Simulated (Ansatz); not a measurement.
# (KCl)3(SrS)1 [001] superlattice, started as rocksalt type: relaxing the cell for a phonon run

Task: relax (KCl)3(SrS)1 [001] superlattice, started as rocksalt type tightly.

Main program and level: Ansatz 0.2.0; DFT PBEsol, scalar-relativistic, plane waves, PAW.

Report form: the programs' logs are mostly left out.

The structure was built from a prototype and need not be the compound's stable phase.

### 1. Starting point

It takes space group P4/mmm (No. 123, tetragonal). Conventional cell: a = 4.400 Å, b = 4.400 Å, c = 12.445 Å, α = 90.00°, β = 90.00°, γ = 90.00°. Nearest to Cl lie 1 Sr at 3.11 Å and 5 K at 3.11 Å. Nearest to Cl lie 6 K at 3.11 Å. K has 5 Cl at 3.11 Å and 1 S at 3.11 Å nearest. K has 6 Cl at 3.11 Å nearest. Nearest to S lie 4 Sr at 3.11 Å and 2 K at 3.11 Å. Nearest to Sr lie 2 Cl at 3.11 Å and 4 S at 3.11 Å. Farther neighbours and most contacts between anions are not listed.

### 2. A coarse first look

First a cheap look: the gap decides the mesh and the occupations, the pressure tells how far the cell has to move.

input.yaml

```yaml
crystal:
  lattice:
    - [3.11125, 3.11125, 0.0]
    - [-3.11125, 3.11125, 0.0]
    - [0.0, 0.0, 12.445]
  atoms:
    - { symbol: Cl, position: [0.5, 0.5, 0.0] }
    - { symbol: Cl, position: [1.0, 0.0, 0.25] }
    - { symbol: Cl, position: [0.5, 0.5, 0.5] }
    - { symbol: K, position: [0.0, 0.0, 0.0] }
    - { symbol: K, position: [0.5, 0.5, 0.25] }
    - { symbol: K, position: [0.0, 0.0, 0.5] }
    - { symbol: S, position: [1.0, 0.0, 0.75] }
    - { symbol: Sr, position: [0.5, 0.5, 0.75] }
kpoints:
  mp_grid: { grid: [4, 4, 2] }
hamiltonian:
  xc: pbesol
scf:
  occupations: { method: gaussian, width: 0.1 }
output:
  forces: true
  stress: true
  eigenvalues: true
```

On the command line:

```console
ansatz run input.yaml --threads 8 --pin off --max-ram 14336MiB --backend cpu --events-out ev --progress --plain --runs-dir out
```

It took 1.1 s on 8 threads of Arm Neoverse V2, shared host; peak memory 0.79 GiB.

A gap read on the k-mesh alone can miss the band edges.

Numbers from this step:

- pressure: -1.163 GPa
- gap on the k-mesh: 2.971 eV
- volume per atom: 30.12 Å³
- direct gap on mesh: 2.971 eV

The coarse mesh shows a gap of 2.97 eV and a pressure of -1.2 GPa.

### 3. Bringing the structure to rest

The cell and atoms are relaxed, since residual forces and stress would shift the frequencies.

input.yaml, as its differences from that of step 2:

```diff
@@ -19,3 +19,3 @@
 scf:
-  occupations: { method: gaussian, width: 0.1 }
+  occupations: { method: gaussian, width: 0.02 }
 output:
@@ -24 +24,10 @@
   eigenvalues: true
+  write_density: true
+  write_potential: true
+  elf: true
+  volumetric_format: npy
+relax:
+  adjacent_minimum: "off"
+  f_tol: 0.005
+  max_steps: 80
+  cell: { stress_tol: 0.05 }
```

Elapsed: 5.9 s, on 8 threads; peak memory 0.82 GiB; 41 s of CPU time.

Step by step:

```csv
step,energy less that of the first step (eV),largest force component (eV/Å),pressure (GPa),volume (Å³)
1,0.0000,0.2155,-1.16,240.93
2,-0.0630,0.0230,-0.11,231.62
3,-0.0654,0.0074,0.05,230.58
4,-0.0656,0.0019,0.01,230.95
5*,-0.0656,0.0019,0.01,230.95
```

Relaxation steps marked * repeat the geometry before them on a plane-wave basis chosen anew for their cell, so energy and pressure can jump there.

The run keeps the 16 symmetry operations that it works with, so distortions that break them were not tested.

```csv
"conventional cell, symmetrised",before,after,change
a (Å),4.400,4.312,-2.0 %
b (Å),4.400,4.312,-2.0 %
c (Å),12.445,12.422,-0.2 %
volume (Å³/atom),30.12,28.87,-4.1 %
```

The atoms that moved most (Å, as changes of fractional coordinates times the final cell):

```csv
atom,dx,dy,dz,length
Cl3,0.000,0.000,0.085,0.085
Cl1,0.000,0.000,-0.085,0.085
K4,0.000,0.000,-0.036,0.036
K6,0.000,0.000,0.036,0.036
```

This step gave:

```
pressure           : 0.01124 GPa
gap on the k-mesh  : 2.989 eV
volume per atom    : 28.87 Å³
direct gap on mesh : 2.989 eV
```

ELF in the ac plane at fractional y = 0.500, with atoms of Cl and K and Sr within 0.2 Å of it. It is the smooth field of the valence electrons, not physical close to the nuclei.

Values, 24 rows by 14 columns, each cell a mean:
```
0.01 0.10 0.47 0.75 0.85 0.83 0.65 0.52 0.73 0.86 0.83 0.68 0.31 0.05
0.01 0.05 0.27 0.57 0.75 0.83 0.85 0.85 0.85 0.81 0.70 0.47 0.16 0.03
0.01 0.02 0.05 0.16 0.29 0.40 0.45 0.46 0.44 0.37 0.25 0.11 0.04 0.02
0.03 0.03 0.02 0.02 0.08 0.20 0.30 0.33 0.27 0.15 0.05 0.02 0.02 0.03
0.05 0.04 0.03 0.14 0.52 0.78 0.82 0.82 0.82 0.72 0.37 0.07 0.03 0.04
0.06 0.04 0.05 0.34 0.79 0.80 0.42 0.20 0.57 0.85 0.67 0.18 0.04 0.05
0.06 0.04 0.04 0.28 0.74 0.83 0.63 0.48 0.71 0.84 0.60 0.14 0.03 0.05
0.05 0.03 0.02 0.07 0.32 0.62 0.74 0.77 0.71 0.52 0.21 0.04 0.02 0.04
0.02 0.02 0.02 0.03 0.06 0.10 0.14 0.16 0.13 0.09 0.05 0.03 0.02 0.02
0.01 0.03 0.11 0.31 0.51 0.64 0.69 0.71 0.68 0.60 0.45 0.23 0.07 0.02
0.01 0.07 0.36 0.67 0.82 0.86 0.83 0.81 0.84 0.85 0.78 0.58 0.23 0.04
0.01 0.11 0.50 0.77 0.86 0.82 0.55 0.35 0.66 0.86 0.84 0.71 0.33 0.06
0.01 0.10 0.46 0.74 0.85 0.85 0.76 0.69 0.80 0.87 0.82 0.67 0.30 0.05
0.01 0.05 0.25 0.53 0.70 0.79 0.82 0.83 0.82 0.77 0.65 0.44 0.15 0.03
0.01 0.01 0.04 0.12 0.20 0.26 0.28 0.29 0.28 0.24 0.17 0.09 0.02 0.01
0.01 0.01 0.01 0.02 0.06 0.18 0.27 0.30 0.25 0.13 0.04 0.01 0.01 0.01
0.01 0.01 0.02 0.17 0.55 0.80 0.85 0.86 0.84 0.74 0.41 0.08 0.01 0.01
0.01 0.01 0.04 0.36 0.79 0.86 0.76 0.66 0.81 0.86 0.67 0.19 0.02 0.01
0.01 0.01 0.03 0.31 0.75 0.86 0.82 0.77 0.84 0.85 0.62 0.16 0.02 0.01
0.01 0.01 0.01 0.08 0.33 0.60 0.71 0.74 0.69 0.51 0.23 0.04 0.01 0.01
0.01 0.01 0.01 0.02 0.03 0.07 0.10 0.12 0.10 0.05 0.03 0.01 0.01 0.01
0.01 0.02 0.10 0.26 0.41 0.51 0.55 0.57 0.54 0.48 0.37 0.20 0.06 0.01
0.01 0.07 0.35 0.64 0.79 0.84 0.85 0.85 0.85 0.83 0.75 0.56 0.22 0.04
0.01 0.11 0.49 0.76 0.86 0.83 0.64 0.49 0.72 0.86 0.84 0.70 0.32 0.05
```
Columns run along a (4.3 Å), rows up along c (12.4 Å). Atoms in or near the plane, at fractional coordinates: Cl at (0.50, 0.99), Cl at (0.50, 0.51), K at (0.50, 0.25), Sr at (0.50, 0.75).

Valence density in the ac plane at fractional y = 0.500, with atoms of Cl and K and Sr within 0.2 Å of it. It is the smooth field of the valence electrons, not physical close to the nuclei.

Values in e/Å³, 24 rows by 14 columns, each cell a mean:
```
0.0 0.0 0.1 0.3 0.7 1.5 1.4 1.0 1.5 1.3 0.5 0.2 0.1 0.0
0.0 0.0 0.1 0.1 0.3 0.7 1.0 1.1 0.9 0.5 0.2 0.1 0.0 0.0
0.0 0.0 0.0 0.0 0.1 0.2 0.2 0.2 0.2 0.1 0.1 0.0 0.0 0.0
0.0 0.0 0.0 0.0 0.1 0.2 0.3 0.3 0.2 0.1 0.1 0.0 0.0 0.0
0.0 0.0 0.0 0.1 0.4 1.0 1.7 1.9 1.5 0.7 0.2 0.1 0.0 0.0
0.0 0.0 0.1 0.2 0.9 2.3 2.4 1.9 2.5 1.8 0.6 0.1 0.1 0.0
0.0 0.0 0.1 0.2 0.7 1.9 2.4 2.3 2.4 1.5 0.5 0.1 0.0 0.0
0.0 0.0 0.0 0.1 0.2 0.6 1.0 1.1 0.9 0.4 0.1 0.0 0.0 0.0
0.0 0.0 0.0 0.0 0.1 0.1 0.1 0.2 0.1 0.1 0.0 0.0 0.0 0.0
0.0 0.0 0.0 0.1 0.1 0.3 0.4 0.4 0.4 0.2 0.1 0.1 0.0 0.0
0.0 0.0 0.1 0.2 0.5 1.0 1.4 1.5 1.3 0.8 0.3 0.1 0.0 0.0
0.0 0.0 0.1 0.3 0.8 1.6 1.1 0.4 1.4 1.4 0.6 0.2 0.1 0.0
0.0 0.0 0.1 0.2 0.6 1.3 1.5 1.4 1.5 1.0 0.4 0.2 0.1 0.0
0.0 0.0 0.0 0.1 0.2 0.4 0.6 0.7 0.5 0.3 0.2 0.1 0.0 0.0
0.0 0.0 0.0 0.0 0.1 0.1 0.1 0.1 0.1 0.1 0.0 0.0 0.0 0.0
0.0 0.0 0.0 0.0 0.0 0.1 0.2 0.2 0.2 0.1 0.0 0.0 0.0 0.0
0.0 0.0 0.0 0.1 0.3 0.9 1.7 2.0 1.5 0.6 0.2 0.1 0.0 0.0
0.0 0.0 0.0 0.2 0.8 2.5 3.8 4.1 3.5 1.7 0.5 0.1 0.0 0.0
0.0 0.0 0.0 0.2 0.6 2.0 3.3 3.6 3.0 1.4 0.4 0.1 0.0 0.0
0.0 0.0 0.0 0.0 0.1 0.4 0.8 0.9 0.7 0.3 0.1 0.0 0.0 0.0
0.0 0.0 0.0 0.0 0.0 0.1 0.1 0.1 0.1 0.1 0.0 0.0 0.0 0.0
0.0 0.0 0.0 0.0 0.1 0.2 0.2 0.2 0.2 0.1 0.1 0.0 0.0 0.0
0.0 0.0 0.1 0.1 0.3 0.7 1.1 1.2 1.0 0.6 0.2 0.1 0.0 0.0
0.0 0.0 0.1 0.3 0.8 1.5 1.3 0.9 1.5 1.3 0.5 0.2 0.1 0.0
```
Columns run along a (4.3 Å), rows up along c (12.4 Å). Atoms in or near the plane, at fractional coordinates: Cl at (0.50, 0.99), Cl at (0.50, 0.51), K at (0.50, 0.25), Sr at (0.50, 0.75).

Electrostatic potential energy in the ac plane at fractional y = 0.500, with atoms of Cl and K and Sr within 0.2 Å of it. With pseudopotentials it is smooth inside the atoms' cores, unlike the true potential.

Ten even steps from '_' (-52 eV) to '@' (8 eV), each cell a mean:
```
@@@@@@@@%%--..__..++%%@@@@@@
@@@@@@@@@@%%****##%%@@@@@@@@
@@@@@@@@@@@@@@@@@@@@@@@@@@@@
@@@@@@@@@@%%%%%%%%%%@@@@@@@@
@@@@@@@@##++::::--**%%@@@@@@
@@@@@@%%++________::##%%@@@@
@@@@@@%%**..______--##%%@@@@
@@@@@@@@%%##++==**##%%@@@@@@
@@@@@@@@@@@@@@@@@@@@@@@@@@@@
@@@@@@@@@@@@@@%%@@@@@@@@@@@@
@@@@@@@@@@**==--==##@@@@@@@@
@@@@@@@@##--____..==%%@@@@@@
@@@@@@@@%%++::..--**@@@@@@@@
@@@@@@@@@@@@%%%%%%@@@@@@@@@@
@@@@@@@@@@@@@@@@@@@@@@@@@@@@
@@@@@@@@@@@@@@@@@@@@@@@@@@@@
@@@@@@@@%%**++==++##%%@@@@@@
@@@@@@@@##--....::==%%@@@@@@
@@@@@@@@##==::..::++%%@@@@@@
@@@@@@@@@@%%##**##%%@@@@@@@@
@@@@@@@@@@@@@@@@@@@@@@@@@@@@
@@@@@@@@@@@@@@@@@@@@@@@@@@@@
@@@@@@@@@@%%**++**%%@@@@@@@@
@@@@@@@@%%--..__..++%%@@@@@@
```
Columns run along a (4.3 Å; values clipped at the 3rd and 97th percentile), rows up along c (12.4 Å). Atoms in or near the plane, at fractional coordinates: Cl at (0.50, 0.99), Cl at (0.50, 0.51), K at (0.50, 0.25), Sr at (0.50, 0.75).

In this step the volume went from 30.12 to 28.87 Å³/atom.

### 4. Relaxing to small forces for the phonons

Phonons need a cell at rest on their own settings, so the relaxation is repeated with tight tolerances on forces and stress, using the mesh and the filling of the phonon run that follows.

input.yaml

```yaml
crystal:
  lattice:
    - [3.0489340767, 3.0489340767, 0.0]
    - [-3.0489340767, 3.0489340767, 0.0]
    - [0.0, 0.0, 12.4219293626]
  atoms:
    - { symbol: Cl, position: [0.5, 0.5, -0.0068062485] }
    - { symbol: Cl, position: [1.0, 0.0, 0.25] }
    - { symbol: Cl, position: [0.5, 0.5, 0.5068062485] }
    - { symbol: K, position: [0.0, 0.0, -0.0029218302] }
    - { symbol: K, position: [0.5, 0.5, 0.25] }
    - { symbol: K, position: [0.0, 0.0, 0.5029218302] }
    - { symbol: S, position: [1.0, 0.0, 0.75] }
    - { symbol: Sr, position: [0.5, 0.5, 0.75] }
kpoints:
  mp_grid: { grid: [4, 4, 2] }
hamiltonian:
  xc: pbesol
scf:
  occupations: { method: fixed }
output:
  forces: true
  stress: true
  eigenvalues: true
relax:
  adjacent_minimum: "off"
  f_tol: 0.001
  max_steps: 60
  cell: { stress_tol: 0.01 }
```

Run time: 3.4 s. Hardware: 8 threads; peak memory 0.8 GiB.

Little changed from the start: no atom moved by 0.005 Å and no cell edge by 0.1 %.

Numbers from this step:

```
pressure        : 0.001084 GPa
volume per atom : 28.88 Å³
```

The largest force component left is 0.49 meV/Å and the pressure is 0.001 GPa, within the tolerances set. The cell now holds 28.88 Å³/atom.

### 5. Outcome

| Item | Value |
| --- | --- |
| space group after relaxation (within 0.01 Å) | P4/mmm |
| lattice constant a | 4.312 Å |
| lattice constant b | 4.312 Å |
| lattice constant c | 12.425 Å |
| volume per atom | 28.9 Å³ |
| gap on the k-mesh | 2.99 eV |

What this shows: The largest force component left is 0.49 meV/Å and the pressure is 0.001 GPa, within the tolerances set. The cell now holds 28.88 Å³/atom. The relaxation keeps the symmetry of its start, so it says nothing on stability against lower symmetry. The starting cell was built on a prototype and not taken from a measurement, so the phase need not exist.

[Logs are printed without paths, hosts, clocks, repeated set-up lines and the standing remarks that a program may print on its own settings, such as how far it seeks lower states.]

[Hosts, paths, dates, database ids (printed as entryN), source tags and the programs' standing remarks are cut or masked in the printed files.]
